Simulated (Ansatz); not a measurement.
# VGe2As4 monolayer in a perpendicular field

What dipole does a perpendicular field induce in the VGe2As4 monolayer? A positive field points along +c.

Main program and level: Ansatz 0.2.0; plane-wave DFT, PBE-D3(BJ), Ansatz PAW.

### 1. The structure

The cell holds 7 atoms: 4 As, 2 Ge and 1 V. Cell: a = 3.730 Å, b = 3.730 Å, c = 49.186 Å, α = 90.0°, β = 90.0°, γ = 120.0°. Vacuum lies along c.

### 2. Relaxing the slab

The starting cell is a guess, so the in-plane lattice and the atoms are relaxed first, with the slab cut off from its images along the normal.

Contents of input.yaml:

```yaml
crystal:
  lattice:
    - [3.73, 0.0, 0.0]
    - [-1.865, 3.2302747561, 0.0]
    - [0.0, 0.0, 49.185979402]
  atoms:
    - { symbol: As, position: [0.0, 0.0, 0.40763649] }
    - { symbol: Ge, position: [0.3333333333, 0.6666666667, 0.4251821129] }
    - { symbol: As, position: [0.3333333333, 0.6666666667, 0.472350026] }
    - { symbol: V, position: [0.0, 0.0, 0.5], spin: 1.0 }
    - { symbol: As, position: [0.3333333333, 0.6666666667, 0.527649974] }
    - { symbol: Ge, position: [0.3333333333, 0.6666666667, 0.5748178871] }
    - { symbol: As, position: [0.0, 0.0, 0.59236351] }
  periodic: [true, true, false]
magnetization:
  spin_polarized: true
kpoints:
  mp_grid: { grid: [12, 12, 1] }
hamiltonian:
  xc: pbe
  dispersion: d3bj
scf:
  occupations: { method: fermi_dirac, width: 0.05 }
  convergence: { dr2_threshold: 1.0e-09 }
relax:
  f_tol: 0.004
  max_steps: 90
  cell: {}
output:
  write_potential: true
  write_density: true
  volumetric_format: npy
```

The run is started by

```bash
$ ansatz run input.yaml --threads 4 --pin off --max-ram 6144MiB --backend cpu --events-out ev --progress --plain --runs-dir out
```

Numbers of over 12 decimals in the logs are rounded to 6 here.

Log:

```text
Warning: relax.cell: scf.convergence.dr2_threshold = 1e-9 eV is looser than the 1.92162720484e-10 eV advised for a relaxation that steers and ends on the stress (1e-10 eV for each atom of the cell: 7, times the square of relax.cell.stress_2d_tol = 0.05 N/m over 19.1 Å (the atoms' height at the walk's start and 5 Å past either face), 2.620e-2 GPa, over a crystal's default 0.05). What an SCF threshold leaves in a stress goes as its square root, and in the free energy as the threshold itself, and one threshold admits the most on a small cell: [figures from the program's tests cut] Set scf.convergence.dr2_threshold to 1.92162720484e-10 eV or tighter. [rest of the remark cut]
Engine: ansatz 0.2.0, x86_64-unknown-linux-gnu
Pseudopotentials: kind: paw
Pseudopotential: As, paw, valence charge 15, recommended cutoff 420 eV (normal), As.paw.azcp
Pseudopotential: Ge, paw, valence charge 14, recommended cutoff 420 eV (normal), Ge.paw.azcp
Pseudopotential: V, paw, valence charge 13, recommended cutoff 420 eV (normal), V.paw.azcp
Functional definition: PBE
  parameter kappa = 0.804
  parameter beta = 0.066725
  exchange = pbe_x(kappa = kappa, mu = beta*pi^2/3)
  correlation = pbe_c(beta = beta)
Crystal: 7 atoms, lattice volume = 592.638 Å³
Basis set: ecut = 420 eV, 11661 PW (Γ), exchange–correlation on 50×50×720 points (8 copies of the dense FFT grid, shifted against one another)
Bands: 62, of which v1, the nominal top of the filled ones, is band 51 counted from 1 (50 counted from 0)
Symmetry: 12 space group operations
Space group: P-6m2 (ITA 187), of the structure as read, at distance tolerance 8.4e-5 Å
Magnetic group: BNS 187.209 (UNI 1439), of the structure as read, at distance tolerance 8.4e-5 Å
k-points: 19 of 144 (time reversal used)
Non-local potential: As, projectors of the file, l = 0: 2, l = 1: 2, l = 2: 3, l = 3: 1
Non-local potential: Ge, projectors of the file, l = 0: 2, l = 1: 2, l = 2: 3, l = 3: 1
Non-local potential: V, projectors of the file, l = 0: 3, l = 1: 2, l = 2: 3, l = 3: 1
PAW form: soft (Blöchl's): semilocal exchange-correlation on the pseudo side does not see the compensation charge
PAW one-centre angular grid: As, 590 points (default); XC on 64 Gauss nodes
PAW one-centre angular grid: Ge, 590 points (default); XC on 64 Gauss nodes
PAW one-centre angular grid: V, 590 points (default); XC on 64 Gauss nodes
Initial density: superposition of atomic densities (neutral atoms: chi_scale 0, normalization atom)
Starting moments: Σ|m| = 1 μB on 1 of 7 sites
Initial wavefunctions: pseudopotential atomic-orbital guess
Functional: x = pbe(κ = 0.804, μ = 0.219515), c = pbe(β = 0.066725)
SCF iter   1: F=—  HF=-30929.283089 eV  |F-HF|=—  |Δ(HF+E_count)|=         —  Δρ=1.07e-2 (↑1.07e-2 ↓1.01e-2)  dr2=3.96e0  dr2_m=2.82e-2  M=0.768 μB ∫|m|=1.042 μB  β_m=0.30  ethr=3.10e-3  ⟨swp⟩=11.3  Hψ=11535  notcnv=0  defer=24
Mixer restart at iter 1: flushing history
preconditioner: auto → LDOS  [metal: Δε(μ)=0.034 eV  Ē_g=8.770 eV  σ=0.050 eV  W_gap=0.16  n_scr=84 (ndim 8)  ℏωp=8.8 eV  f_vac=0.736  D(μ)=2.45/eV (n_scr^D=12)]
spin=Collinear: LDOS preconditioning applied to the charge; magnetization (m = ρ↑ − ρ↓) channel mixes plain (no charge-response kernel on spin).
SCF iter   2: F=—  HF=-30928.712994 eV  |F-HF|=—  |Δ(HF+E_count)|=   5.70e-1  Δρ=6.78e-3 (↑6.49e-3 ↓6.78e-3)  dr2=1.40e0  dr2_m=1.29e-2  M=0.815 μB ∫|m|=1.080 μB  β_m=0.50  ethr=3.10e-3  ⟨swp⟩=3.1  Hψ=3684  notcnv=0  defer=155
SCF iter   3: F=—  HF=-30928.599992 eV  |F-HF|=—  |Δ(HF+E_count)|=   1.13e-1  Δρ=2.13e-3 (↑1.69e-3 ↓2.13e-3)  dr2=6.26e-2  dr2_m=2.58e-3  M=0.887 μB ∫|m|=1.149 μB  β_m=0.54  ethr=1.39e-3  ⟨swp⟩=3.3  Hψ=3585  notcnv=0  defer=155
SCF iter   4: F=—  HF=-30928.614853 eV  |F-HF|=—  |Δ(HF+E_count)|=         —  Δρ=1.12e-3 (↑1.06e-3 ↓1.12e-3)  dr2=4.59e-3  dr2_m=5.52e-3  M=0.952 μB ∫|m|=1.258 μB  β_m=0.54  ethr=6.20e-5  ⟨swp⟩=3.6  Hψ=5073  notcnv=0  defer=145
SCF iter   5: F=—  HF=-30928.618698 eV  |F-HF|=—  |Δ(HF+E_count)|=   3.85e-3  Δρ=7.69e-4 (↑7.69e-4 ↓6.33e-4)  dr2=5.54e-4  dr2_m=2.49e-3  M=0.967 μB ∫|m|=1.289 μB  β_m=0.77  ethr=4.55e-6  ⟨swp⟩=3.0  Hψ=4751  notcnv=0  defer=145
SCF iter   6: F=—  HF=-30928.619785 eV  |F-HF|=—  |Δ(HF+E_count)|=         —  Δρ=1.16e-4 (↑1.03e-4 ↓1.16e-4)  dr2=5.45e-4  dr2_m=9.75e-6  M=0.981 μB ∫|m|=1.326 μB  β_m=0.77  ethr=5.49e-7  ⟨swp⟩=3.0  Hψ=4979  notcnv=0  defer=145
SCF iter   7: F=—  HF=-30928.619742 eV  |F-HF|=—  |Δ(HF+E_count)|=   4.32e-5  Δρ=5.28e-5 (↑5.26e-5 ↓5.28e-5)  dr2=3.07e-4  dr2_m=8.97e-7  M=0.983 μB ∫|m|=1.332 μB  β_m=0.63  ethr=5.39e-7  ⟨swp⟩=3.0  Hψ=4595  notcnv=0  defer=145
SCF iter   8: F=—  HF=-30928.619687 eV  |F-HF|=—  |Δ(HF+E_count)|=   5.54e-5  Δρ=1.93e-5 (↑1.93e-5 ↓1.81e-5)  dr2=1.31e-5  dr2_m=5.98e-7  M=0.983 μB ∫|m|=1.332 μB  β_m=0.75  ethr=3.04e-7  ⟨swp⟩=3.3  Hψ=4141  notcnv=0  defer=145
SCF iter   9: F=—  HF=-30928.619690 eV  |F-HF|=—  |Δ(HF+E_count)|=   2.73e-6  Δρ=8.03e-6 (↑7.64e-6 ↓8.03e-6)  dr2=2.53e-6  dr2_m=1.14e-7  M=0.983 μB ∫|m|=1.332 μB  β_m=0.73  ethr=1.30e-8  ⟨swp⟩=2.9  Hψ=4411  notcnv=0  defer=145
SCF iter  10: F=—  HF=-30928.619690 eV  |F-HF|=—  |Δ(HF+E_count)|=   8.84e-7  Δρ=2.52e-6 (↑2.52e-6 ↓1.77e-6)  dr2=1.32e-7  dr2_m=1.16e-8  M=0.983 μB ∫|m|=1.333 μB  β_m=0.65  ethr=2.51e-9  ⟨swp⟩=2.9  Hψ=4454  notcnv=0  defer=145
SCF iter  11: F=—  HF=-30928.619690 eV  |F-HF|=—  |Δ(HF+E_count)|=   3.67e-8  Δρ=5.94e-7 (↑5.94e-7 ↓5.71e-7)  dr2=2.08e-9  dr2_m=1.40e-9  M=0.983 μB ∫|m|=1.333 μB  β_m=0.72  ethr=1.31e-10  ⟨swp⟩=3.1  Hψ=4816  notcnv=0  defer=145
SCF iter  12: F=—  HF=-30928.619690 eV  |F-HF|=—  |Δ(HF+E_count)|=   1.93e-8  Δρ=3.06e-7 (↑3.06e-7 ↓1.99e-7)  dr2=7.14e-10  dr2_m=2.27e-10  M=0.983 μB ∫|m|=1.333 μB  β_m=0.68  ethr=2.06e-12  ⟨swp⟩=3.9  Hψ=5652  notcnv=0  defer=145
SCF iter  13: F=-30928.619690 eV  HF=-30928.619690 eV  |F-HF|=2.51e-10  |Δ(HF+E_count)|=   5.03e-9  Δρ=9.34e-8 (↑9.34e-8 ↓7.52e-8)  dr2=2.55e-10  dr2_m=1.52e-11  M=0.983 μB ∫|m|=1.333 μB  ethr=1.00e-12  ⟨swp⟩=7.8  Hψ=15089  notcnv=0
SCF 1 converged in 13 iterations: F = -30928.619690 eV  dr2 = 2.55e-10
  greatest PAW one-centre occupation: 0.999 electrons in one spin orbital (limit 2), on the V atom at site 3 (counted from 0), in its partial waves of l = 0
relax step   1: F+E_penalty+E_count = -30928.61969047 eV  Δ(F+E_penalty+E_count) = +0.000e0 eV  max|allowed force component| = 2.810e0 eV/Å  Δτ_max = 0.0000 Å  P = +3.643 N/m  Ω = 592.638 Å³  fix = [c, alpha, beta]  reactions: c +0.000 N/m  (13 SCF iters, accepted)
Crystal: 7 atoms, lattice volume = 589.203 Å³
[...]
relax step   5: F+E_penalty+E_count = -30929.69179697 eV  Δ(F+E_penalty+E_count) = -1.469e-3 eV  max|allowed force component| = 3.439e-2 eV/Å  Δτ_max = 0.0115 Å  P = -0.013 N/m  Ω = 570.286 Å³  energy of the carried Pulay correction = +1.114e-3 eV  fix = [c, alpha, beta]  reactions: c -0.000 N/m  (9 SCF iters, accepted)
[...]
relax step   6: F+E_penalty+E_count = -30929.69186584 eV  Δ(F+E_penalty+E_count) = -6.886e-5 eV  max|allowed force component| = 2.051e-3 eV/Å  Δτ_max = 0.0019 Å  P = +0.006 N/m  Ω = 570.372 Å³  energy of the carried Pulay correction = +1.110e-3 eV  fix = [c, alpha, beta]  reactions: c +0.000 N/m  (8 SCF iters, accepted)
Initial wavefunctions: pseudopotential atomic-orbital guess (no wavefunctions were taken with the density)
iter 1 solved again at ethr=7.75e-7 eV; its pass at ethr=3.10e-3 eV (dr2=7.82e-4 eV) is discarded
SCF iter   1: F=—  HF=-30929.690862 eV  |F-HF|=—  |Δ(HF+E_count)|=         —  Δρ=9.09e-6 (↑9.09e-6 ↓8.99e-6)  dr2=8.63e-7  dr2_m=1.62e-8  M=0.937 μB ∫|m|=1.234 μB  β_m=0.65  ethr=7.75e-7  ⟨swp⟩=5.5  Hψ=19831  notcnv=0
eigensolver tolerance schedule: the retry pair's looser diagonalisation over-reported the residual by 905.26 of it (diagonalisation noise at 0.29 of the residual, at the tolerance the schedule requests for it); recorded, not acted on — ethr = c·dr2/N_el stays at c = 1.0e-1
preconditioner: auto → LDOS  [metal: Δε(μ)=0.034 eV  Ē_g=8.163 eV  σ=0.050 eV  W_gap=0.17  n_scr=26 (ndim 8)  ℏωp=8.9 eV  f_vac=0.723  D(μ)=1.08/eV (n_scr^D=8)]
spin=Collinear: LDOS preconditioning applied to the charge; magnetization (m = ρ↑ − ρ↓) channel mixes plain (no charge-response kernel on spin).
SCF iter   2: F=—  HF=-30929.690880 eV  |F-HF|=—  |Δ(HF+E_count)|=   1.78e-5  Δρ=5.65e-6 (↑5.65e-6 ↓5.09e-6)  dr2=5.22e-7  dr2_m=2.89e-9  M=0.937 μB ∫|m|=1.234 μB  β_m=0.48  ethr=8.55e-10  ⟨swp⟩=4.0  Hψ=6110  notcnv=0
SCF iter   3: F=—  HF=-30929.690880 eV  |F-HF|=—  |Δ(HF+E_count)|=   1.22e-8  Δρ=2.32e-6 (↑2.22e-6 ↓2.32e-6)  dr2=8.27e-8  dr2_m=3.03e-10  M=0.937 μB ∫|m|=1.234 μB  β_m=0.56  ethr=5.17e-10  ⟨swp⟩=2.8  Hψ=4446  notcnv=0
SCF iter   4: F=—  HF=-30929.690880 eV  |F-HF|=—  |Δ(HF+E_count)|=   1.22e-7  Δρ=6.62e-7 (↑6.62e-7 ↓6.34e-7)  dr2=2.45e-8  dr2_m=5.80e-10  M=0.937 μB ∫|m|=1.234 μB  β_m=0.53  ethr=8.19e-11  ⟨swp⟩=3.1  Hψ=3639  notcnv=0
SCF iter   5: F=—  HF=-30929.690880 eV  |F-HF|=—  |Δ(HF+E_count)|=   4.27e-8  Δρ=3.79e-7 (↑3.67e-7 ↓3.79e-7)  dr2=2.71e-9  dr2_m=2.66e-10  M=0.937 μB ∫|m|=1.234 μB  β_m=0.55  ethr=2.42e-11  ⟨swp⟩=2.9  Hψ=3006  notcnv=0
SCF iter   6: F=—  HF=-30929.690880 eV  |F-HF|=—  |Δ(HF+E_count)|=   3.00e-8  Δρ=1.90e-7 (↑1.86e-7 ↓1.90e-7)  dr2=2.92e-10  dr2_m=8.57e-11  M=0.937 μB ∫|m|=1.234 μB  β_m=0.62  ethr=2.69e-12  ⟨swp⟩=3.1  Hψ=4017  notcnv=0
SCF iter   7: F=-30929.690880 eV  HF=-30929.690880 eV  |F-HF|=2.33e-9  |Δ(HF+E_count)|=   1.29e-8  Δρ=8.78e-8 (↑8.78e-8 ↓6.52e-8)  dr2=1.11e-10  dr2_m=1.07e-11  M=0.937 μB ∫|m|=1.234 μB  ethr=1.00e-12  ⟨swp⟩=10.6  Hψ=15455  notcnv=0
SCF 7 converged in 7 iterations: F = -30929.690880 eV  dr2 = 1.11e-10
relax step   7: F+E_penalty+E_count = -30929.69088030 eV  Δ(F+E_penalty+E_count) = +9.855e-4 eV  max|allowed force component| = 2.145e-3 eV/Å  Δτ_max = 0.0000 Å  P = +0.002 N/m  Ω = 570.372 Å³  fix = [c, alpha, beta]  reactions: c +0.000 N/m  stress off target by 1.73e-3 N/m on what of the cell is left free  SCF on the basis re-selected at this cell (its energy is not comparable with the rows above)  (7 SCF iters)
basis re-selected at this cell: Δ(F+E_penalty+E_count) = +9.855e-4 eV, ΔP = -0.004 N/m vs the last step (what re-selecting the basis moved, of the pressure what is left beyond the Pulay correction that the steps carried, after the strain that the cell walked since its last selection, with what the two solves' SCF thresholds leave and, on support functions, any second-order correction that the steps lacked; it is no m [...]
WARN: The output density's exchange-correlation potential varies sharply where the density is thin. Do not read a vacuum level from v_tot or v_xc, or from such a field of the output density. On a cell that repeats whose density bears no net charge and no dipole along the vacuum's axis use v_es (v_loc + v_h of the components); under efield.dipole_correction with no amplitude use v_es + v_field, which holds any externa [...]
SCF converged after 7 iterations
Magnetization: 0.9369 μB (50.9684 up, 50.0316 down)
Absolute magnetization: 1.2296 μB (∫|ρ↑−ρ↓|, with the PAW one-centre terms)
Spin contamination: 0.0325 ħ² per cell (⟨S²⟩ above its minimum at these occupations)
Per-site moments (μB) at R_I (Å): [(0.00236401, 0.999236), (0.00866159, 0.999236), (-0.046183, 1.003519), (0.840318, 1.045637), (-0.046183, 1.003519), (0.00866159, 0.999236), (0.00236401, 0.999236)]
Free energy (F): -30929.690880 eV
Harris-Foulkes:  -30929.690880 eV  (|F-HF|=2.33e-9)
Internal energy: -30929.681663 eV  (E = F + TS)
E sigma→0 (E₀):  -30929.686271 eV
Entropy (-TS):   -0.009218 eV (-1.317 meV/atom)
Fermi energy:    -4.974394 eV
--- Per-component energies (eV) ---
  E_band       = -2917.127699
  E_kinetic    = 971.144287
  E_local      = -669793.485269  (includes V_loc(G=0)·N_el)
  E_nonlocal   = -1889.204501
  E_hartree    = 334150.720844
  E_xc         = -598.252955
  E_vxc        = -611.201319  (∫ρ·V_xc dr)
  E_paw        = -12493.682946  (= ΣΔE_a)
  E_vpaw       = 104.175174  (= ΣTr[D̂ρ^β])
  E_aug_tail   = 0.000845  (compensation charges beyond the density's cutoff)
  E_ewald      = 318725.421924
  E_disp       = -2.343893  (pairwise vdW)
  E_smearing   = -0.009218  (= −TS)
  E_closure    = -0.000000  (closes the sum)
  Σ components = -30929.690880   (vs F -30929.690880, Δ=0.00e0)
--- Forces (eV/Å), atoms counted from 1 ---
  atom   1  As    -0.00000000    -0.00000000    -0.00049232
  atom   2  Ge     0.00000000    -0.00000000    -0.00030334
  atom   3  As     0.00000000    -0.00000000    -0.00214465
  atom   4  V      0.00000000    -0.00000000     0.00000000
  atom   5  As     0.00000000    -0.00000000     0.00214465
  atom   6  Ge     0.00000000    -0.00000000     0.00030334
  atom   7  As    -0.00000000    -0.00000000     0.00049232
  max |Σ_I F_I| component: 2.65e-16 eV/Å
--- 2D stress c σ (N/m, compression-positive) ---
        0.001726      -0.000000       0.000000
       -0.000000       0.001726       0.000000
        0.000000       0.000000       0.000000
  P = ½ c Tr σ = 0.0017 N/m
--- Band table (eV; the first three rows and the last of 38) ---
  k-point 0 ↑: bands = [... 47 lower, -5.1141, -5.0613, -5.0613, -4.9995, -2.9247, -2.7668, -2.1564, -2.1564, ... 7 higher]
  k-point 1 ↑: bands = [... 47 lower, -5.4404, -5.3116, -5.2358, -4.9961, -2.7006, -2.5875, -2.2330, -2.2170, ... 7 higher]
  k-point 2 ↑: bands = [... 47 lower, -5.7435, -5.5973, -5.5951, -5.1232, -3.2262, -3.0820, -2.5687, -2.3270, ... 7 higher]
  k-point 18 ↓: bands = [... 47 lower, -7.2966, -6.5059, -5.8406, -4.3186, -3.8635, -3.5708, -3.1957, -3.0232, ... 7 higher]
  the weakly bound empty levels are not read free of the cell's end (no_gap_told)
--- Relaxed structure (6 steps of the walk, 6 accepted, 1 SCFs on fresh bases) ---
  F+E_penalty+E_count = -30929.69088030 eV   max|allowed force component| = 2.145e-3 eV/Å   (the final SCF, on the basis selected at the relaxed cell)
  cell:  # Å, volume = 570.3720 Å³
    - [3.659259, 0, 0]
    - [-1.829629, 3.169011, 0]
    - [0, 0, 49.185979402]
  atoms:
    - { symbol: As, position: [9.211014895017234e-18, -5.408233100906616e-17, 0.397964] }
    - { symbol: Ge, position: [0.333333, 0.666667, 0.422060] }
    - { symbol: As, position: [0.333333, 0.666667, 0.471521] }
    - { symbol: V, position: [1.0573552618555e-17, -5.135725556199063e-17, 0.5] }
    - { symbol: As, position: [0.333333, 0.666667, 0.528479] }
    - { symbol: Ge, position: [0.333333, 0.666667, 0.577940] }
    - { symbol: As, position: [1.1936090342092777e-17, -4.863218011491507e-17, 0.602036] }
```

The job ended after 3.3 min (4 threads of Intel Xeon Platinum 8488C (Sapphire Rapids), shared host; peak memory 1.9 GiB; 13 min of CPU time).

Step by step:

```csv
step,energy less that of the first step (eV),largest force component (eV/Å),volume (Å³)
1,0.0000,2.8098,592.64
2,-0.7960,0.9388,589.20
3,-1.0429,0.3205,577.80
4,-1.0706,0.1144,571.45
5,-1.0721,0.0344,570.29
6,-1.0722,0.0021,570.37
7*,-1.0712,0.0021,570.37
```

Relaxation steps marked * repeat the geometry before them on a plane-wave basis chosen anew for their cell, so energy and pressure can jump there.

Forces are held to the 12 operations that the run works with; a distortion that breaks them can't arise in this run.

```csv
cell as run,before,after,change
a (Å),3.730,3.659,-1.9 %
b (Å),3.730,3.659,-1.9 %
```

The atoms that moved most (Å, along periodic axes as changes of fractional coordinates times the final cell, across vacuum about the mean position):

```csv
atom,dx,dy,dz,length
As7,0.000,0.000,0.476,0.476
As1,0.000,0.000,-0.476,0.476
Ge6,0.000,0.000,0.154,0.154
Ge2,0.000,0.000,-0.154,0.154
As3,0.000,0.000,-0.041,0.041
As5,0.000,0.000,0.041,0.041
```

This step gave:

| Item | Value |
| --- | --- |
| energy at zero smearing | -30929.6863 eV |
| total moment | 0.9369 μB |
| site moments | 0.002364, 0.008662, -0.04618, 0.8403, -0.04618, 0.008662, 0.002364 μB |

Site moment by atom:

```csv
atom,site moment (μB)
As1,0.002
Ge2,0.009
As3,-0.046
V4,0.840
As5,-0.046
Ge6,0.009
As7,0.002
```

The lattice constant a goes from 3.730 to 3.659 Å.

[end of part 1 of 3]

[Logs are printed without paths, hosts, clocks, repeated set-up lines and the standing remarks that a program may print on its own settings, such as how far it seeks lower states.]

[Hosts, paths, dates, database ids (printed as entryN), source tags and the programs' standing remarks are cut or masked in the printed files.]

[Maps of the electrostatic potential energy from Ansatz leave out the sawtooth potential of an applied field or a dipole correction, so their vacuum need not be flat; planar profiles and work functions include it.]
